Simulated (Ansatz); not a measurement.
# N on Ru(0001): change of the work function, part 2 of 3

Aim: the work function of Ru(0001) at several coverages of N (fcc site), and the dipole that each adsorbate carries.

Ansatz 0.2.0; plane-wave DFT, PBE, Ansatz PAW.

So far, work function, upper face (eV): step 2 (the clean slab) 5.05.

## (3) Adsorbate added, k-mesh 6×6×1, coverage 0.25 ML

System of this step: N/Ru(0001). The cell holds 17 atoms: 16 Ru and 1 N. Its edges and angles: a = 5.400 Å, b = 5.400 Å, c = 25.983 Å, α = 90.0°, β = 90.0°, γ = 60.0°. Vacuum lies along c.

The clean slab as it ended is repeated in the plane and the adsorbate is set on one face; the cell's size fixes the coverage, and the k-mesh shrinks with it to keep the sampling density about even. Adsorbate and upper layers relax, since the dipole depends on the height.

input.yaml reads:

```yaml
crystal:
  lattice:
    - [5.4, 0.0, 0.0]
    - [2.7, 4.6765371804, 0.0]
    - [0.0, 0.0, 25.9830787764]
  atoms:
    - { symbol: Ru, position: [0.3333333333, 0.3333333333, 0.3463792754] }
    - { symbol: Ru, position: [0.0, 0.0, 0.4286789913] }
    - { symbol: Ru, position: [0.3333333333, 0.3333333333, 0.511724914] }
    - { symbol: Ru, position: [0.0, 0.0, 0.5919740069] }
    - { symbol: Ru, position: [0.3333333333, 0.8333333333, 0.3463792754] }
    - { symbol: Ru, position: [0.0, 0.5, 0.4286789913] }
    - { symbol: Ru, position: [0.3333333333, 0.8333333333, 0.511724914] }
    - { symbol: Ru, position: [0.0, 0.5, 0.5919740069] }
    - { symbol: Ru, position: [0.8333333333, 0.3333333333, 0.3463792754] }
    - { symbol: Ru, position: [0.5, 0.0, 0.4286789913] }
    - { symbol: Ru, position: [0.8333333333, 0.3333333333, 0.511724914] }
    - { symbol: Ru, position: [0.5, 0.0, 0.5919740069] }
    - { symbol: Ru, position: [0.8333333333, 0.8333333333, 0.3463792754] }
    - { symbol: Ru, position: [0.5, 0.5, 0.4286789913] }
    - { symbol: Ru, position: [0.8333333333, 0.8333333333, 0.511724914] }
    - { symbol: Ru, position: [0.5, 0.5, 0.5919740069] }
    - { symbol: "N", position: [0.1666666667, 0.1666666667, 0.6536207246] }
kpoints:
  mp_grid: { grid: [6, 6, 1] }
hamiltonian:
  xc: pbe
scf:
  occupations: { method: fermi_dirac, width: 0.1 }
  convergence: { dr2_threshold: 1.0e-08 }
efield:
  axis: 3
  dipole_correction: true
  ramp_position: 0.97
  ramp_width: 0.06
relax:
  f_tol: 0.02
  max_steps: 60
  constraints: [{ sites: [0, 1, 4, 5, 8, 9, 12, 13] }]
output:
  dos: { projected: true, e_range: [-8, 4] }
  write_potential: true
  write_density: true
  volumetric_format: npy
  elf: true
```

Command:

```bash
$ ansatz run input.yaml --threads 4 --pin off --max-ram 6144MiB --backend cpu --events-out ev --progress --plain --runs-dir out
```

Numbers of over 12 decimals in the logs are rounded to 6 here.

Log:

```text
[...]
Crystal: 17 atoms, lattice volume = 656.159 Å³
Basis set: ecut = 420 eV, 12765 PW (Γ), exchange–correlation on 80×80×360 points (8 copies of the dense FFT grid, shifted against one another)
Bands: 157, of which v1, the nominal top of the filled ones, is band 131 counted from 1 (130 counted from 0)
Symmetry: 6 space group operations
[...]
k-points: 7 of 36 (time reversal used)
[...]
SCF iter   1: F=—  HF=-94434.055260 eV  |F-HF|=—  |Δ(HF+E_count)|=         —  Δρ=1.07e-2  dr2=4.39e0  ethr=1.77e-3  p=-0.144 e·Å  D=-3.98e-2 V/Å  ΔV_dip=1.03 eV  dr2_dipole=1.98e-1  V_vac-E_F(+/−)=5.72/4.69 eV  ⟨swp⟩=8.4  Hψ=4829  notcnv=0
[...]
SCF iter  10: F=-94433.946917 eV  HF=-94433.946917 eV  |F-HF|=3.09e-8  |Δ(HF+E_count)|=   8.92e-8  Δρ=4.71e-7  dr2=1.73e-9  ethr=3.83e-12  p=-0.169 e·Å  D=-4.66e-2 V/Å  ΔV_dip=1.21 eV  dr2_dipole=7.98e-11  V_vac-E_F(+/−)=6.27/5.06 eV  ⟨swp⟩=10.4  Hψ=7906  notcnv=0
SCF 1 converged in 10 iterations: F = -94433.946917 eV  dr2 = 1.73e-9
[...]
relax step   1: F+E_penalty+E_count = -94433.94691702 eV  Δ(F+E_penalty+E_count) = +0.000e0 eV  max|allowed force component| = 4.072e0 eV/Å  Δτ_max = 0.0000 Å  (10 SCF iters, accepted)
[...]
SCF iter  10: F=-94434.927927 eV  HF=-94434.927927 eV  |F-HF|=3.69e-8  |Δ(HF+E_count)|=   3.11e-8  Δρ=6.53e-7  dr2=2.31e-9  ethr=3.83e-12  p=-0.111 e·Å  D=-3.06e-2 V/Å  ΔV_dip=0.80 eV  dr2_dipole=7.11e-11  V_vac-E_F(+/−)=5.84/5.05 eV  ⟨swp⟩=11.6  Hψ=8345  notcnv=0
SCF 2 converged in 10 iterations: F = -94434.927927 eV  dr2 = 2.31e-9
relax step   2: F+E_penalty+E_count = -94434.92792706 eV  Δ(F+E_penalty+E_count) = -9.810e-1 eV  max|allowed force component| = 1.984e0 eV/Å  Δτ_max = 0.1949 Å  (10 SCF iters, accepted)
SCF iter   1: F=—  HF=-94435.152922 eV  |F-HF|=—  |Δ(HF+E_count)|=         —  Δρ=6.25e-3  dr2=4.79e-1  ethr=1.28e-3  p=-0.111 e·Å  D=-3.06e-2 V/Å  ΔV_dip=0.80 eV  dr2_dipole=1.26e-1  V_vac-E_F(+/−)=5.83/5.03 eV  ⟨swp⟩=5.0  Hψ=2638  notcnv=0
[...]
SCF iter  10: F=-94435.096468 eV  HF=-94435.096468 eV  |F-HF|=4.93e-8  |Δ(HF+E_count)|=   9.71e-8  Δρ=8.53e-7  dr2=5.98e-9  ethr=3.83e-12  p=-0.062 e·Å  D=-1.70e-2 V/Å  ΔV_dip=0.44 eV  dr2_dipole=1.71e-11  V_vac-E_F(+/−)=5.49/5.05 eV  ⟨swp⟩=9.1  Hψ=8907  notcnv=0
SCF 3 converged in 10 iterations: F = -94435.096468 eV  dr2 = 5.98e-9
relax step   3: F+E_penalty+E_count = -94435.09646765 eV  Δ(F+E_penalty+E_count) = -1.685e-1 eV  max|allowed force component| = 7.133e-1 eV/Å  Δτ_max = 0.1712 Å  (10 SCF iters, accepted)
[...]
relax step   4: F+E_penalty+E_count = -94435.13674578 eV  Δ(F+E_penalty+E_count) = -4.028e-2 eV  max|allowed force component| = 2.607e-1 eV/Å  Δτ_max = 0.0400 Å  (9 SCF iters, accepted)
[...]
relax step   5: F+E_penalty+E_count = -94435.15999862 eV  Δ(F+E_penalty+E_count) = -2.325e-2 eV  max|allowed force component| = 2.645e-1 eV/Å  Δτ_max = 0.0582 Å  (9 SCF iters, accepted)
[...]
relax step   6: F+E_penalty+E_count = -94435.16195515 eV  Δ(F+E_penalty+E_count) = -1.957e-3 eV  max|allowed force component| = 1.731e-1 eV/Å  Δτ_max = 0.0432 Å  (8 SCF iters, accepted)
SCF iter   1: F=—  HF=-94435.164824 eV  |F-HF|=—  |Δ(HF+E_count)|=         —  Δρ=9.03e-4  dr2=1.25e-2  ethr=1.92e-5  p=-0.042 e·Å  D=-1.15e-2 V/Å  ΔV_dip=0.30 eV  dr2_dipole=1.41e-3  V_vac-E_F(+/−)=5.36/5.06 eV  ⟨swp⟩=2.0  Hψ=1957  notcnv=0
[...]
SCF iter   8: F=-94435.164736 eV  HF=-94435.164736 eV  |F-HF|=5.38e-8  |Δ(HF+E_count)|=   9.17e-9  Δρ=6.38e-7  dr2=3.52e-9  ethr=3.83e-12  p=-0.043 e·Å  D=-1.18e-2 V/Å  ΔV_dip=0.31 eV  dr2_dipole=1.28e-10  V_vac-E_F(+/−)=5.37/5.06 eV  ⟨swp⟩=11.3  Hψ=8391  notcnv=0
SCF 7 converged in 8 iterations: F = -94435.164736 eV  dr2 = 3.52e-9
relax step   7: F+E_penalty+E_count = -94435.16473571 eV  Δ(F+E_penalty+E_count) = -2.781e-3 eV  max|allowed force component| = 4.387e-3 eV/Å  Δτ_max = 0.0179 Å  (8 SCF iters, accepted)
NSCF: frozen V_eff on 7 k-points
[...]
SCF converged after 8 iterations
Free energy (F): -94435.164736 eV
[...]
Internal energy: -94434.558249 eV  (E = F + TS)
E sigma→0 (E₀):  -94434.861492 eV
Entropy (-TS):   -0.606487 eV (-35.676 meV/atom)
Fermi energy:    4.510400 eV
Dipole field:    D = -0.011839 V/Å  (p = -0.042930 e·Å, saw-weighted, corrected)
Work function:   Φ+ = 5.3692 eV   Φ− = 5.0616 eV
[...]
--- Forces (eV/Å), atoms counted from 1 ---
  atom   1  Ru    -0.02276443    -0.01314305     0.61341081
  atom   2  Ru     0.00062704     0.00036202    -0.57318618
  atom   3  Ru    -0.00379966    -0.00219373    -0.00160645
  atom   4  Ru     0.00086226     0.00049783    -0.00066569
  atom   5  Ru     0.00000000     0.02628609     0.61341081
  atom   6  Ru    -0.00000000    -0.00072404    -0.57318618
  atom   7  Ru    -0.00000000     0.00438747    -0.00160645
  atom   8  Ru     0.00000000    -0.00099565    -0.00066569
  atom   9  Ru     0.02276443    -0.01314305     0.61341081
  atom  10  Ru    -0.00062704     0.00036202    -0.57318618
  atom  11  Ru     0.00379966    -0.00219373    -0.00160645
  atom  12  Ru    -0.00086226     0.00049783    -0.00066569
  atom  13  Ru     0.00000000    -0.00000000     0.40660214
  atom  14  Ru    -0.00000000    -0.00000000    -0.52172045
  atom  15  Ru     0.00000000    -0.00000000    -0.00327586
  atom  16  Ru     0.00000000    -0.00000000     0.00200800
  atom  17  N      0.00000000     0.00000000     0.00252331
  max |Σ_I F_I| component: 5.41e-6 eV/Å
--- Band table (eV; the first three rows and the last of 7) ---
  k-point 0: bands = [... 127 lower, 5.0588, 5.0588, 5.2821, 5.4017, 5.4017, 5.5670, 5.5670, 5.7098, ... 22 higher]
  k-point 1: bands = [... 127 lower, 4.7284, 4.9230, 4.9778, 5.0928, 5.1299, 5.2971, 5.3249, 5.4930, ... 22 higher]
  k-point 2: bands = [... 127 lower, 4.0816, 4.3434, 4.3618, 4.6126, 4.6265, 4.7275, 4.7738, 4.8649, ... 22 higher]
  k-point 6: bands = [... 127 lower, 4.0150, 4.0851, 4.2045, 4.3143, 4.4214, 4.5131, 4.6793, 4.7960, ... 22 higher]
--- Relaxed structure (7 steps of the walk, 7 accepted, 0 SCFs on fresh bases) ---
  F+E_penalty+E_count = -94435.16473571 eV   max|allowed force component| = 4.387e-3 eV/Å
  atoms:
    - { symbol: Ru, position: [0.333333, 0.333333, 0.346379] }
    - { symbol: Ru, position: [2.66671216701714e-17, 2.6667121670171404e-17, 0.428679] }
    - { symbol: Ru, position: [0.332789, 0.332789, 0.511403] }
    - { symbol: Ru, position: [-0.00585098, -0.00585098, 0.595737] }
    - { symbol: Ru, position: [0.333333, 0.833333, 0.346379] }
    - { symbol: Ru, position: [5.551115123125783e-17, 0.5, 0.428679] }
    - { symbol: Ru, position: [0.332789, 0.834422, 0.511403] }
    - { symbol: Ru, position: [-0.00585098, 0.511702, 0.595737] }
    - { symbol: Ru, position: [0.833333, 0.333333, 0.346379] }
    - { symbol: Ru, position: [0.5, 2.6667121670171404e-17, 0.428679] }
    - { symbol: Ru, position: [0.834422, 0.332789, 0.511403] }
    - { symbol: Ru, position: [0.511702, -0.00585098, 0.595737] }
    - { symbol: Ru, position: [0.833333, 0.833333, 0.346379] }
    - { symbol: Ru, position: [0.5, 0.5, 0.428679] }
    - { symbol: Ru, position: [0.833333, 0.833333, 0.510135] }
    - { symbol: Ru, position: [0.5, 0.5, 0.590955] }
    - { symbol: N, position: [0.166667, 0.166667, 0.636841] }
```

The job ended after 2.8 min (4 threads of Arm Neoverse V1, shared host; peak memory 2.5 GiB).

This run has no spin polarisation although its electron count is odd.

The steps of the relaxation:

| step | energy less that of the first step (eV) | largest force component (eV/Å) |
| --- | --- | --- |
| 1 | 0.0000 | 4.0719 |
| 2 | -0.9810 | 1.9836 |
| 3 | -1.1496 | 0.7133 |
| 4 | -1.1898 | 0.2607 |
| 5 | -1.2131 | 0.2645 |
| 6 | -1.2150 | 0.1731 |
| 7 | -1.2178 | 0.0044 |

The run keeps the 6 symmetry operations that it works with, so distortions that break them were not tested.

The atoms that moved most (Å):

| atom | dx | dy | dz | length |
| --- | --- | --- | --- | --- |
| N17 | 0.000 | 0.000 | -0.436 | 0.436 |
| Ru8 | 0.000 | 0.055 | 0.098 | 0.112 |
| Ru12 | 0.047 | -0.027 | 0.098 | 0.112 |
| Ru4 | -0.047 | -0.027 | 0.098 | 0.112 |
| Ru15 | 0.000 | 0.000 | -0.041 | 0.041 |
| Ru16 | 0.000 | 0.000 | -0.026 | 0.026 |
| Ru11 | 0.004 | -0.003 | -0.008 | 0.010 |
| Ru7 | 0.000 | 0.005 | -0.008 | 0.010 |

Final coordinates:

```xyz
17
Lattice="5.4000 0.0000 0.0000 2.7000 4.6765 0.0000 0.0000 0.0000 25.9831" Properties=species:S:1:pos:R:3
Ru    2.7000    1.5588    9.0000
Ru    0.0000    0.0000   11.1384
Ru    2.6956    1.5563   13.2878
Ru   -0.0474   -0.0274   15.4791
Ru    4.0500    3.8971    9.0000
Ru    1.3500    2.3383   11.1384
Ru    4.0500    3.9022   13.2878
Ru    1.3500    2.3930   15.4791
Ru    5.4000    1.5588    9.0000
Ru    2.7000    0.0000   11.1384
Ru    5.4044    1.5563   13.2878
Ru    2.7474   -0.0274   15.4791
Ru    6.7500    3.8971    9.0000
Ru    4.0500    2.3383   11.1384
Ru    6.7500    3.8971   13.2549
Ru    4.0500    2.3383   15.3548
N     1.3500    0.7794   16.5471
```

Numbers from this step:

```
energy at zero smearing        : -94434.8615 eV
work function, upper face      : 5.369 eV
work function, lower face      : 5.062 eV
dipole along the normal        : -0.04293 e·Å
step between the vacuum levels : 0.3076 eV
```

Running mean over 2.138 Å of the planar mean; the ramp of the sawtooth is left out. Table of electron's electrostatic potential energy less the Fermi level by z:

```
z (Å)  electron's electrostatic potential energy less the Fermi level (eV)
  3.5                                                                 5.06
  4.0                                                                 5.06
  4.5                                                                 5.06
  5.0                                                                 5.05
  5.5                                                                 5.04
  6.0                                                                 4.97
  6.5                                                                 4.74
  7.0                                                                 3.92
  7.5                                                                0.751
  8.0                                                                -6.28
  8.5                                                                -12.4
  9.0                                                                -14.3
  9.5                                                                -14.6
 10.0                                                                -14.7
 10.5                                                                -14.8
 11.0                                                                -14.9
 11.5                                                                -14.9
 12.0                                                                -14.9
 12.5                                                                -14.9
 13.0                                                                -14.9
 13.5                                                                -14.8
 14.0                                                                -14.5
 14.5                                                                -14.4
 15.0                                                                -14.7
 15.5                                                                -15.0
 16.0                                                                -13.3
 16.5                                                                -6.84
 17.0                                                               0.0645
 17.5                                                                 3.43
 18.0                                                                 4.85
 18.5                                                                 5.27
 19.0                                                                 5.35
 19.5                                                                 5.36
 20.0                                                                 5.37
 20.5                                                                 5.37
 21.0                                                                 5.37
 21.5                                                                 5.37
 22.0                                                                 5.37
 22.5                                                                 5.37
```

The density of states has structure finer than the step of the table below, so its rows give means over 0.5 eV, whole bins alone (the curve runs from -8 to 1.98 eV). Peaks (eV: height): -3.58: 38.1, -3.40: 48.0, -2.92: 41.0, -1.89: 44.4, -1.71: 53.8, 0.00: 51.0, 0.96: 44.1.

The density of states by energy, zero at the Fermi level; means over each step:

| energy (eV) | density of states (states/eV a cell) |
| --- | --- |
| -7.5 | 0.330 |
| -7.0 | 0.976 |
| -6.5 | 3.12 |
| -6.0 | 11.5 |
| -5.5 | 22.0 |
| -5.0 | 19.4 |
| -4.5 | 20.8 |
| -4.0 | 19.8 |
| -3.5 | 18.9 |
| -3.0 | 21.2 |
| -2.5 | 24.5 |
| -2.0 | 28.0 |
| -1.5 | 25.3 |
| -1.0 | 17.9 |
| -0.5 | 18.3 |
| 0.0 | 19.8 |
| 0.5 | 22.2 |
| 1.0 | 25.0 |
| 1.5 | 21.2 |

Projected DOS per atom over height of the atomic layer and energy from the Fermi level. Layers: Ru4 Ru4 Ru4 Ru4 N from below.

Values in states/eV, 22 rows by 5 columns, each cell a mean:
```
0.78 0.73 0.79 0.67 0.48
1.29 1.92 1.68 1.10 0.30
1.69 1.48 1.42 1.30 0.38
1.47 1.20 1.27 1.29 0.46
1.31 0.82 0.87 1.37 0.36
1.47 0.72 0.88 1.35 0.32
1.44 0.86 0.92 1.13 0.48
1.71 1.15 1.17 1.54 0.30
2.44 1.42 1.32 1.52 0.33
1.75 1.54 1.50 1.57 0.34
1.65 1.58 1.75 1.61 0.34
0.76 1.03 1.01 1.05 0.24
1.12 1.05 1.13 0.91 0.36
1.33 1.44 1.52 1.18 0.47
1.19 1.26 1.17 1.24 0.72
0.89 1.69 1.41 0.87 1.18
0.62 1.82 1.67 1.01 1.67
0.20 0.95 0.99 0.73 1.12
0.03 0.15 0.23 0.33 0.60
0.02 0.11 0.11 0.03 0.03
0.02 0.07 0.07 0.01 0.01
0.00 0.00 0.00 0.00 0.00
```
Columns: height of the atomic layer (Å) from 9 to 16.5 (not evenly spaced); rows upwards: energy from the Fermi level (eV) from -7.96 to 1.95.

ELF in the ca plane at fractional y = 0.000, with atoms of Ru within 0.2 Å of it. It is the smooth field of the valence electrons, not physical close to the nuclei.

Ten even steps from '0' (0.00) to '9' (0.75), each cell a mean:
```
44433348778333334348678311000000000000000000
33333335774333333335775211000000000000000000
24553333333334553333443332100000000000000000
24654333333334653333444332100000000000000000
23443333553333433334554221100000000000000000
33333337886333333347887311000000000000000000
44444358558434334358568311000000000000000000
44433348778334334347777322200000000000000000
33333335775333333335664466420000000000000000
23553333333333553333235898631000000000000000
24654333333324663233236999631000000000000000
23443333553333443333434687520000000000000000
33333337886333333447885344310000000000000000
44444358558434334358568311100000000000000000
```
Columns run along c (16.0 Å, from fractional 0.31 to 0.92 of the cell), rows up along a (5.4 Å). Atoms in or near the plane, at fractional coordinates: Ru at (0.43, 0.00), Ru at (0.60, 0.99), Ru at (0.43, 0.50), Ru at (0.60, 0.51).

Valence density in the ca plane at fractional y = 0.000, with atoms of Ru within 0.2 Å of it. It is the smooth field of the valence electrons, not physical close to the nuclei.

Values in units of 1e0 e/Å³, 8 rows by 16 columns, each cell a mean:
```
0.3 0.4 2.2 5.1 0.5 0.4 0.8 6.2 1.3 0.0 0.0 0.0 0.0 0.0 0.0 0.0
0.7 1.0 0.4 0.6 0.5 1.2 0.4 0.8 0.3 0.0 0.0 0.0 0.0 0.0 0.0 0.0
0.6 0.8 0.6 1.2 0.5 0.9 0.4 1.6 0.4 0.0 0.0 0.0 0.0 0.0 0.0 0.0
0.2 0.3 2.9 6.8 0.5 0.3 0.9 7.8 1.7 0.0 0.0 0.0 0.0 0.0 0.0 0.0
0.3 0.4 2.2 5.2 0.5 0.4 0.7 5.2 1.2 0.1 0.0 0.0 0.0 0.0 0.0 0.0
0.7 1.0 0.4 0.6 0.5 1.3 0.3 0.5 0.6 0.2 0.0 0.0 0.0 0.0 0.0 0.0
0.6 0.8 0.6 1.3 0.4 1.0 0.4 1.1 0.6 0.1 0.0 0.0 0.0 0.0 0.0 0.0
0.2 0.3 2.9 6.8 0.5 0.3 0.9 7.1 1.6 0.1 0.0 0.0 0.0 0.0 0.0 0.0
```
Columns run along c (16.0 Å, from fractional 0.31 to 0.92 of the cell), rows up along a (5.4 Å). Atoms in or near the plane, at fractional coordinates: Ru at (0.43, 0.00), Ru at (0.60, 0.99), Ru at (0.43, 0.50), Ru at (0.60, 0.51).

Electrostatic potential energy in the ca plane at fractional y = 0.000, with atoms of Ru within 0.2 Å of it. With pseudopotentials it is smooth inside the atoms' cores, unlike the true potential.

Values in eV, 8 rows by 16 columns, each cell a mean:
```
  4   2 -25 -58   0   1  -6 -68 -15   9  10  10  10  10  10  10
 -6 -12   1  -3  -1 -17   2  -6   4   9  10  10  10  10  10  10
 -3  -7  -3 -14   0 -11   1 -20   1   9  10  10  10  10  10  10
  6   4 -34 -71  -1   4  -8 -79 -21   9  10  10  10  10  10  10
  4   2 -25 -58   0   1  -4 -60 -12   9  10  10  10  10  10  10
 -6 -12   2  -3   0 -18   2  -2   2   9  10  10  10  10  10  10
 -3  -7  -3 -14   0 -12   2 -13   0   9  10  10  10  10  10  10
  6   4 -33 -70  -1   3  -7 -74 -19   9  10  10  10  10  10  10
```
Columns run along c (16.0 Å, from fractional 0.31 to 0.92 of the cell; values clipped at the 3rd and 97th percentile), rows up along a (5.4 Å). Atoms in or near the plane, at fractional coordinates: Ru at (0.43, 0.00), Ru at (0.60, 0.99), Ru at (0.43, 0.50), Ru at (0.60, 0.51).

The relaxation took 7 steps and lowered the energy by 1.2 eV; the largest force on the free atoms ends at 0.0044 eV/Å.

By hand: a sheet of dipoles makes a step −p/(ε₀A) in the electron's potential. With e/ε₀ = 180.95 V·Å, p = -0.04293 e·Å and A = 25.25 Å², that is −180.95 × (-0.04293) / 25.25 = +0.308 eV, and the two vacuum levels of the run differ by +0.308 eV.

The covered face has 5.37 eV, +0.32 eV against the clean one; the bare back face has moved by -0.01 eV, a measure of how thin the slab is.

(Continued in part 3 of 3.)

[Logs are printed without paths, hosts, clocks, repeated set-up lines and the standing remarks that a program may print on its own settings, such as how far it seeks lower states.]

[Hosts, paths, dates, database ids (printed as entryN), source tags and the programs' standing remarks are cut or masked in the printed files.]

[Maps of the electrostatic potential energy from Ansatz leave out the sawtooth potential of an applied field or a dipole correction, so their vacuum need not be flat; planar profiles and work functions include it.]

[The density of states shown here was stored with 400 of the rows of the run's finer table, so its peaks can read low, often by over a quarter, or be missed, and its means over a window can be off by a tenth or more.]
